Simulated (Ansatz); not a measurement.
## SrCaSeS: complex band structure

Wanted: the relaxed cell of SrCaSeS, its band edges and its decay constants. It is built by putting Se for part of the S in the SrCaS2 structure of space group P4/mmm, with the volume rescaled by atomic radii. The parent structure comes from the Materials Project.

Calculated with Ansatz 0.2.0; PBE DFT, plane waves, PAW files, in the first sound run; inputs show where later runs differ.

The structure was built from a prototype and need not be the compound's stable phase.

### Step 1. Set-up

The structure is tetragonal, space group P4/mmm (No. 123). Conventional cell: a = 4.229 Å, b = 4.229 Å, c = 5.978 Å, α = 90.00°, β = 90.00°, γ = 90.00°. Nearest to Sr lie 2 Se at 2.99 Å and 4 S at 2.99 Å. Nearest to Ca lie 2 S at 2.99 Å and 4 Se at 2.99 Å. Nearest to Se lie 2 Sr at 2.99 Å and 4 Ca at 2.99 Å. Nearest to S lie 2 Ca at 2.99 Å and 4 Sr at 2.99 Å. It derives from SrCaS2. Se for part of the S in the SrCaS2 structure of space group P4/mmm. Farther neighbours and most contacts between anions are not listed.

### Step 2. Relaxing the new crystal

The substituted atoms don't fit the parent's cell, so cell and atoms relax together. A small smearing keeps the run stable in case the gap closes on the way.

The input, input.yaml:

```yaml
crystal:
  lattice:
    - [4.2287873782, 0.0, 0.0]
    - [0.0, 4.2287873782, 0.0]
    - [0.0, 0.0, 5.9782486988]
  atoms:
    - { symbol: Sr, position: [0.0, 0.0, 0.0] }
    - { symbol: Ca, position: [0.5, 0.5, 0.5] }
    - { symbol: Se, position: [0.0, 0.0, 0.5] }
    - { symbol: S, position: [0.5, 0.5, 0.0] }
kpoints:
  mp_grid: { grid: [6, 6, 4] }
scf:
  occupations: { method: gaussian, width: 0.03 }
hamiltonian:
  xc: pbe
output:
  forces: true
  stress: true
relax:
  f_tol: 0.02
  max_steps: 60
  cell: {}
```

Run with:

```
ansatz run input.yaml --threads 2 --pin off --max-ram 4096MiB --backend cpu --events-out ev --progress --plain --runs-dir out
```

Numbers of over 12 decimals in the logs are rounded to 6 here.

The program printed:

```text
Engine: ansatz 0.2.0, x86_64-unknown-linux-gnu
Pseudopotentials: kind: paw
Pseudopotential: Sr, paw, valence charge 10, recommended cutoff 420 eV (normal), Sr.paw.azcp
Pseudopotential: Ca, paw, valence charge 10, recommended cutoff 420 eV (normal), Ca.paw.azcp
Pseudopotential: Se, paw, valence charge 16, recommended cutoff 420 eV (normal), Se.paw.azcp
Pseudopotential: S, paw, valence charge 6, recommended cutoff 420 eV (normal), S.paw.azcp
Functional definition: PBE
  parameter kappa = 0.804
  parameter beta = 0.066725
  exchange = pbe_x(kappa = kappa, mu = beta*pi^2/3)
  correlation = pbe_c(beta = beta)
Crystal: 4 atoms, lattice volume = 106.907 Å³
Basis set: ecut = 420 eV, 2071 PW (Γ), exchange–correlation on 60×60×80 points (8 copies of the dense FFT grid, shifted against one another)
Bands: 26, of which v1, the nominal top of the filled ones, is band 21 counted from 1 (20 counted from 0)
Symmetry: 16 space group operations
Space group: P4/mmm (ITA 123), of the structure as read, at distance tolerance 4.7e-5 Å
k-points: 30 of 144
Non-local potential: Sr, projectors of the file, l = 0: 3, l = 1: 2, l = 2: 2
Non-local potential: Ca, projectors of the file, l = 0: 3, l = 1: 2, l = 2: 2
Non-local potential: Se, projectors of the file, l = 0: 2, l = 1: 2, l = 2: 3, l = 3: 1
Non-local potential: S, projectors of the file, l = 0: 2, l = 1: 2, l = 2: 2
PAW form: soft (Blöchl's): semilocal exchange-correlation on the pseudo side does not see the compensation charge
PAW one-centre angular grid: Sr, 110 points (default); XC on 64 Gauss nodes
PAW one-centre angular grid: Ca, 110 points (default); XC on 64 Gauss nodes
PAW one-centre angular grid: Se, 590 points (default); XC on 64 Gauss nodes
PAW one-centre angular grid: S, 110 points (default); XC on 64 Gauss nodes
Initial density: superposition of atomic densities (neutral atoms: chi_scale 0, normalization atom), corrected by the library's trained network
Initial wavefunctions: pseudopotential atomic-orbital guess
Functional: x = pbe(κ = 0.804, μ = 0.219515), c = pbe(β = 0.066725)
SCF iter   1: F=—  HF=-11740.525969 eV  |F-HF|=—  |Δ(HF+E_count)|=         —  Δρ=5.43e-4  dr2=4.18e-4  ethr=1.77e-3  ⟨swp⟩=9.0  Hψ=4766  notcnv=0
preconditioner: auto → Resta (q_TF=auto, 2.335 Å⁻¹)  ε∞=3.1  [insulator: Δε(μ)=2.221 eV  Ē_g=11.598 eV  σ=0.030 eV  W_gap=1.00  n_scr=20 (ndim 8)  ℏωp=16.8 eV  f_vac=0.000  D(μ)=0.00/eV (n_scr^D=0)  ε∞_Penn≈3.1]
SCF iter   2: F=—  HF=-11740.527023 eV  |F-HF|=—  |Δ(HF+E_count)|=   1.05e-3  Δρ=3.20e-4  dr2=2.24e-4  ethr=9.94e-7  ⟨swp⟩=3.1  Hψ=1871  notcnv=0  defer=15
SCF iter   3: F=—  HF=-11740.527025 eV  |F-HF|=—  |Δ(HF+E_count)|=   2.58e-6  Δρ=1.49e-4  dr2=2.64e-5  ethr=5.34e-7  ⟨swp⟩=2.0  Hψ=1380  notcnv=0  defer=15
SCF iter   4: F=—  HF=-11740.527082 eV  |F-HF|=—  |Δ(HF+E_count)|=   5.69e-5  Δρ=5.20e-5  dr2=3.05e-6  ethr=6.28e-8  ⟨swp⟩=2.0  Hψ=1380  notcnv=0  defer=15
SCF iter   5: F=—  HF=-11740.527084 eV  |F-HF|=—  |Δ(HF+E_count)|=   1.68e-6  Δρ=1.66e-5  dr2=3.29e-7  ethr=7.27e-9  ⟨swp⟩=2.1  Hψ=1016  notcnv=0  defer=15
SCF iter   6: F=-11740.527084 eV  HF=-11740.527084 eV  |F-HF|=1.24e-8  |Δ(HF+E_count)|=   1.39e-7  Δρ=6.18e-6  dr2=5.22e-8  ethr=2.38e-10  ⟨swp⟩=5.0  Hψ=2920  notcnv=0
SCF 1 converged in 6 iterations: F = -11740.527084 eV  dr2 = 5.22e-8
  greatest PAW one-centre occupation: 1.000 electrons in one spin orbital (limit 2), on the Se atom at site 2 (counted from 0), in its partial waves of l = 2
relax step   1: F+E_penalty+E_count = -11740.52708387 eV  Δ(F+E_penalty+E_count) = +0.000e0 eV  max|allowed force component| = 2.394e-28 eV/Å  Δτ_max = 0.0000 Å  P = +0.982 GPa  Ω = 106.907 Å³  (6 SCF iters, dr2 threshold 1.00e-7 eV, accepted)
Crystal: 4 atoms, lattice volume = 110.093 Å³
Basis set: ecut = 420 eV, 2165 PW (Γ), exchange–correlation on 60×60×80 points (8 copies of the dense FFT grid, shifted against one another)
Initial density: handed on by an earlier stage of this run
Initial wavefunctions: those handed on with the density
iter 1 solved again at ethr=1.01e-5 eV; its pass at ethr=3.10e-3 eV (dr2=4.23e-3 eV) is discarded
SCF iter   1: F=—  HF=-11740.535663 eV  |F-HF|=—  |Δ(HF+E_count)|=         —  Δρ=1.35e-3  dr2=4.26e-3  ethr=1.01e-5  ⟨swp⟩=2.1  Hψ=4806  notcnv=0
preconditioner: auto → Resta (q_TF=auto, 2.323 Å⁻¹)  ε∞=3.1  [insulator: Δε(μ)=2.331 eV  Ē_g=11.547 eV  σ=0.030 eV  W_gap=1.00  n_scr=20 (ndim 8)  ℏωp=16.6 eV  f_vac=0.000  D(μ)=0.00/eV (n_scr^D=0)  ε∞_Penn≈3.1]
SCF iter   2: F=—  HF=-11740.534438 eV  |F-HF|=—  |Δ(HF+E_count)|=   1.23e-3  Δρ=6.30e-4  dr2=7.90e-4  ethr=1.01e-5  ⟨swp⟩=2.1  Hψ=1154  notcnv=0
SCF iter   3: F=—  HF=-11740.534251 eV  |F-HF|=—  |Δ(HF+E_count)|=   1.87e-4  Δρ=2.54e-4  dr2=1.06e-4  ethr=1.88e-6  ⟨swp⟩=2.0  Hψ=1411  notcnv=0
SCF iter   4: F=—  HF=-11740.534318 eV  |F-HF|=—  |Δ(HF+E_count)|=   6.71e-5  Δρ=9.62e-5  dr2=1.60e-5  ethr=2.53e-7  ⟨swp⟩=2.0  Hψ=1401  notcnv=0
SCF iter   5: F=—  HF=-11740.534323 eV  |F-HF|=—  |Δ(HF+E_count)|=   4.76e-6  Δρ=2.86e-5  dr2=9.69e-7  ethr=3.82e-8  ⟨swp⟩=2.0  Hψ=1406  notcnv=0
SCF iter   6: F=-11740.534324 eV  HF=-11740.534324 eV  |F-HF|=8.97e-8  |Δ(HF+E_count)|=   8.80e-7  Δρ=8.83e-6  dr2=8.64e-8  ethr=9.52e-10  ⟨swp⟩=5.0  Hψ=2793  notcnv=0
SCF 2 converged in 6 iterations: F = -11740.534324 eV  dr2 = 8.64e-8
relax step   2: F+E_penalty+E_count = -11740.53432396 eV  Δ(F+E_penalty+E_count) = -7.240e-3 eV  max|allowed force component| = 5.818e-30 eV/Å  Δτ_max = 0.0000 Å  P = -0.457 GPa  Ω = 110.093 Å³  energy of the carried Pulay correction = -9.736e-5 eV  (6 SCF iters, dr2 threshold 4.00e-7 eV, accepted)
Crystal: 4 atoms, lattice volume = 109.122 Å³
Basis set: ecut = 420 eV, 2141 PW (Γ), exchange–correlation on 60×60×80 points (8 copies of the dense FFT grid, shifted against one another)
iter 1 solved again at ethr=9.55e-7 eV; its pass at ethr=3.10e-3 eV (dr2=4.01e-4 eV) is discarded
SCF iter   1: F=—  HF=-11740.535912 eV  |F-HF|=—  |Δ(HF+E_count)|=         —  Δρ=3.82e-4  dr2=3.59e-4  ethr=9.55e-7  ⟨swp⟩=2.0  Hψ=4368  notcnv=0
preconditioner: auto → Resta (q_TF=auto, 2.327 Å⁻¹)  ε∞=3.1  [insulator: Δε(μ)=2.276 eV  Ē_g=11.543 eV  σ=0.030 eV  W_gap=1.00  n_scr=20 (ndim 8)  ℏωp=16.7 eV  f_vac=0.000  D(μ)=0.00/eV (n_scr^D=0)  ε∞_Penn≈3.1]
SCF iter   2: F=—  HF=-11740.535877 eV  |F-HF|=—  |Δ(HF+E_count)|=   3.51e-5  Δρ=1.63e-4  dr2=5.74e-5  ethr=8.56e-7  ⟨swp⟩=2.0  Hψ=981  notcnv=0
SCF iter   3: F=—  HF=-11740.535863 eV  |F-HF|=—  |Δ(HF+E_count)|=   1.41e-5  Δρ=7.57e-5  dr2=7.86e-6  ethr=1.37e-7  ⟨swp⟩=2.0  Hψ=1402  notcnv=0
SCF iter   4: F=—  HF=-11740.535864 eV  |F-HF|=—  |Δ(HF+E_count)|=   8.72e-7  Δρ=2.64e-5  dr2=1.18e-6  ethr=1.87e-8  ⟨swp⟩=2.0  Hψ=1403  notcnv=0
SCF iter   5: F=-11740.535864 eV  HF=-11740.535864 eV  |F-HF|=5.61e-8  |Δ(HF+E_count)|=   3.42e-7  Δρ=7.16e-6  dr2=5.50e-8  ethr=9.52e-10  ⟨swp⟩=4.7  Hψ=2812  notcnv=0
SCF 3 converged in 5 iterations: F = -11740.535864 eV  dr2 = 5.50e-8
relax step   3: F+E_penalty+E_count = -11740.53586424 eV  Δ(F+E_penalty+E_count) = -1.540e-3 eV  max|allowed force component| = 2.410e-30 eV/Å  Δτ_max = 0.0000 Å  P = -0.042 GPa  Ω = 109.122 Å³  energy of the carried Pulay correction = -6.824e-5 eV  (5 SCF iters, dr2 threshold 4.00e-7 eV, accepted)
[...]
relax step   4: F+E_penalty+E_count = -11740.53590254 eV  Δ(F+E_penalty+E_count) = -3.830e-5 eV  max|allowed force component| = 1.165e-30 eV/Å  Δτ_max = 0.0000 Å  P = +0.000 GPa  Ω = 109.029 Å³  energy of the carried Pulay correction = -6.553e-5 eV  (5 SCF iters, dr2 threshold 1.35e-8 eV, accepted)
Basis set: ecut = 420 eV, 2141 PW (Γ), exchange–correlation on 60×60×90 points (8 copies of the dense FFT grid, shifted against one another)
Initial wavefunctions: pseudopotential atomic-orbital guess (no wavefunctions were taken with the density)
iter 1 solved again at ethr=1.87e-7 eV; its pass at ethr=3.10e-3 eV (dr2=7.87e-5 eV) is discarded
SCF iter   1: F=—  HF=-11740.534453 eV  |F-HF|=—  |Δ(HF+E_count)|=         —  Δρ=2.75e-4  dr2=1.86e-6  ethr=1.87e-7  ⟨swp⟩=3.9  Hψ=6930  notcnv=0
preconditioner: auto → Resta (q_TF=auto, 2.327 Å⁻¹)  ε∞=3.1  [insulator: Δε(μ)=2.288 eV  Ē_g=11.551 eV  σ=0.030 eV  W_gap=1.00  n_scr=20 (ndim 8)  ℏωp=16.7 eV  f_vac=0.000  D(μ)=0.00/eV (n_scr^D=0)  ε∞_Penn≈3.1]
SCF iter   2: F=—  HF=-11740.535604 eV  |F-HF|=—  |Δ(HF+E_count)|=   1.15e-3  Δρ=1.39e-4  dr2=4.58e-7  ethr=4.43e-9  ⟨swp⟩=2.0  Hψ=1158  notcnv=0
SCF iter   3: F=—  HF=-11740.535967 eV  |F-HF|=—  |Δ(HF+E_count)|=   3.63e-4  Δρ=1.19e-5  dr2=2.43e-8  ethr=1.09e-9  ⟨swp⟩=2.0  Hψ=1094  notcnv=0
SCF iter   4: F=—  HF=-11740.535969 eV  |F-HF|=—  |Δ(HF+E_count)|=   2.42e-6  Δρ=1.40e-6  dr2=8.99e-10  ethr=5.78e-11  ⟨swp⟩=2.0  Hψ=1410  notcnv=0
SCF iter   5: F=—  HF=-11740.535969 eV  |F-HF|=—  |Δ(HF+E_count)|=   2.21e-8  Δρ=3.96e-7  dr2=1.35e-10  ethr=2.14e-12  ⟨swp⟩=2.0  Hψ=1408  notcnv=0
SCF iter   6: F=-11740.535969 eV  HF=-11740.535969 eV  |F-HF|=1.09e-11  |Δ(HF+E_count)|=  2.16e-10  Δρ=1.16e-7  dr2=2.27e-11  ethr=1.00e-12  ⟨swp⟩=5.2  Hψ=3220  notcnv=0
SCF 5 converged in 6 iterations: F = -11740.535969 eV  dr2 = 2.27e-11
relax step   5: F+E_penalty+E_count = -11740.53596948 eV  Δ(F+E_penalty+E_count) = -6.695e-5 eV  max|allowed force component| = 3.556e-30 eV/Å  Δτ_max = 0.0000 Å  P = +0.000 GPa  Ω = 109.029 Å³  stress off target by 8.80e-4 GPa  SCF on the basis re-selected at this cell (its energy is not comparable with the rows above)  (6 SCF iters)
basis re-selected at this cell: Δ(F+E_penalty+E_count) = -6.695e-5 eV, ΔP = -0.000 GPa vs the last step (what re-selecting the basis moved, of the pressure what is left beyond the Pulay correction that the steps carried, after the strain that the cell walked since its last selection, with what the two solves' SCF thresholds leave and, on support functions, any second-order correction that the steps lacked; it is no measure of the basis error at this ecutwfc). The dense FFT grid was sized anew with the basis: this SCF ran on 30×30×45 points, the steps before it on 30×30×40, so part of this shift can come from that change (see relax.cell in the input reference). [rest of the remark cut]
SCF converged after 6 iterations
Free energy (F): -11740.535969 eV
Harris-Foulkes:  -11740.535969 eV  (|F-HF|=1.09e-11)
Internal energy: -11740.535969 eV  (E = F + TS)
E sigma→0 (E₀):  -11740.535969 eV
Fermi energy:    7.310403 eV
--- Per-component energies (eV) ---
  E_band       = -622.173780
  E_kinetic    = 750.934134
  E_local      = -4299.686655  (includes V_loc(G=0)·N_el)
  E_nonlocal   = -303.116625
  E_hartree    = 1821.079709
  E_xc         = -514.708785
  E_vxc        = -522.548505  (∫ρ·V_xc dr)
  E_paw        = -6063.922192  (= ΣΔE_a)
  E_vpaw       = 110.084888  (= ΣTr[D̂ρ^β])
  E_aug_tail   = -0.000596  (compensation charges beyond the density's cutoff)
  E_ewald      = -3131.114959
  E_smearing   = -0.000000  (= −TS)
  E_closure    = -0.000000  (closes the sum)
  Σ components = -11740.535969   (vs F -11740.535969, Δ=0.00e0)
--- Forces (eV/Å), atoms counted from 1 ---
  atom   1  Sr    -0.00000000     0.00000000     0.00000000
  atom   2  Ca     0.00000000    -0.00000000     0.00000000
  atom   3  Se    -0.00000000     0.00000000     0.00000000
  atom   4  S      0.00000000     0.00000000     0.00000000
  max |Σ_I F_I| component: 4.71e-30 eV/Å
--- Stress (GPa, compression-positive) ---
        0.000880      -0.000000       0.000000
       -0.000000       0.000880       0.000000
        0.000000       0.000000      -0.000513
  P = ⅓ Tr σ = 0.0004 GPa (0.004 kbar)
--- Relaxed structure (4 steps of the walk, 4 accepted, 1 SCFs on fresh bases) ---
  F+E_penalty+E_count = -11740.53596948 eV   max|allowed force component| = 3.556e-30 eV/Å   (the final SCF, on the basis selected at the relaxed cell)
  cell:  # Å, volume = 109.0294 Å³
    - [4.240694, 0, 0]
    - [0, 4.240694, 0]
    - [0, 0, 6.062749]
  atoms:
    - { symbol: Sr, position: [0, 0, 0] }
    - { symbol: Ca, position: [0.5, 0.5, 0.5] }
    - { symbol: Se, position: [0, 0, 0.5] }
    - { symbol: S, position: [0.5, 0.5, 0] }
```

Elapsed: 12 s, on 2 threads of Intel Xeon Platinum 8259CL at 2.50GHz (Skylake/Cascade Lake), shared host; peak memory 0.5 GiB.

Step by step:

```csv
step,energy less that of the first step (eV),largest force component (eV/Å),pressure (GPa),volume (Å³)
1,0.0000,0.0000,0.98,106.91
2,-0.0072,0.0000,-0.46,110.09
3,-0.0088,0.0000,-0.04,109.12
4,-0.0088,0.0000,0.00,109.03
5*,-0.0089,0.0000,0.00,109.03
```

Relaxation steps marked * repeat the geometry before them on a plane-wave basis chosen anew for their cell, so energy and pressure can jump there.

The run keeps the 16 symmetry operations that it works with, so distortions that break them were not tested.

```csv
"conventional cell, symmetrised",before,after,change
a (Å),4.229,4.241,+0.3 %
b (Å),4.229,4.241,+0.3 %
c (Å),5.978,6.063,+1.4 %
volume (Å³/atom),26.73,27.26,+2.0 %
```

This step gave:

```
free energy  : -11740.5360 eV
Fermi energy : 7.310 eV
pressure     : 4.16e-4 GPa
```

The largest force component on a free atom ends at 3.6e-30 eV/Å.

### Step 3. The bulk crystal and its band edges

The energy window and the wavevectors of the next steps follow from the band edges, so these are searched first, off the mesh as well.

The input, input.yaml:

```yaml
crystal:
  lattice:
    - [4.240694184, 0.0, 0.0]
    - [0.0, 4.240694184, 0.0]
    - [0.0, 0.0, 6.0627494763]
  atoms:
    - { symbol: Sr, position: [0.0, 0.0, 0.0] }
    - { symbol: Ca, position: [0.5, 0.5, 0.5] }
    - { symbol: Se, position: [0.0, 0.0, 0.5] }
    - { symbol: S, position: [0.5, 0.5, 0.0] }
kpoints:
  mp_grid: { grid: [6, 6, 4] }
  band_path: { path: [VBM, CBM], npoints: 30 }
scf:
  occupations: { method: fixed }
hamiltonian:
  xc: pbe
output:
  eigenvalues: true
  write_potential: true
  write_density: true
  volumetric_format: npy
```

The program printed:

```text
[...]
Crystal: 4 atoms, lattice volume = 109.029 Å³
Basis set: ecut = 420 eV, 2141 PW (Γ)
Bands: 26, of which v1, the nominal top of the filled ones, is band 21 counted from 1 (20 counted from 0)
Symmetry: 16 space group operations
[...]
k-points: 30 of 144
[...]
SCF iter   1: F=—  HF=-11740.534971 eV  |F-HF|=—  |Δ(HF+E_count)|=         —  Δρ=5.49e-4  dr2=4.94e-4  ethr=1.77e-3  ⟨swp⟩=5.1  Hψ=3470  notcnv=0  defer=80
[...]
SCF iter   6: F=-11740.536007 eV  HF=-11740.536007 eV  |F-HF|=1.34e-8  |Δ(HF+E_count)|=   9.42e-8  Δρ=5.54e-6  dr2=4.12e-8  ethr=2.38e-10  ⟨swp⟩=11.9  Hψ=4616  notcnv=0
SCF 1 converged in 6 iterations: F = -11740.536007 eV  dr2 = 4.12e-8
[...]
NSCF: frozen V_eff on 40 k-points
[...]
SCF converged after 6 iterations
Free energy (F): -11740.536007 eV
[...]
Internal energy: -11740.536007 eV  (E = F + TS)
E sigma→0 (E₀):  -11740.536007 eV
Fermi energy:    6.166787 eV
[...]
--- Band table (eV; the first three rows and the last of 30) ---
  k-point 0: bands = [... 17 lower, 5.5058, 6.1485, 6.1485, 6.1668, 8.4541, 9.4552, 10.1880, 10.1901, ... 1 higher]
  k-point 1: bands = [... 17 lower, 5.5475, 5.5475, 5.9922, 5.9922, 8.6293, 9.8483, 10.0574, 10.6643, ... 1 higher]
  k-point 2: bands = [... 17 lower, 5.6484, 5.6484, 5.7875, 5.7875, 8.9841, 9.3466, 10.4781, 10.7665, ... 1 higher]
  k-point 29: bands = [... 17 lower, 4.7429, 4.7709, 4.9979, 4.9979, 10.3901, 10.3901, 11.1368, 11.1368, ... 1 higher]
```

It took 8.9 s on 2 threads; peak memory 0.45 GiB; 17 s of CPU time.

Numbers from this step:

* Fermi energy: 6.167 eV
* gap on the k-mesh: 2.287 eV
* gap on path: 2.287 eV, by band count; negative where bands overlap
* direct gap on path: 2.287 eV
* edge places on path: 0, 0 1/A along the path

Levels at VBM (eV): -1.91, -0.66, -0.66, -0.02, -0.02, 0.00, 2.29, 3.29, 4.02, 4.02, 4.02.

The searched edges give 2.29 eV, as on the mesh.

(Part 1 of 3 ends here.)

[Logs are printed without paths, hosts, clocks, repeated set-up lines and the standing remarks that a program may print on its own settings, such as how far it seeks lower states.]

[Hosts, paths, dates, database ids (printed as entryN), source tags and the programs' standing remarks are cut or masked in the printed files.]
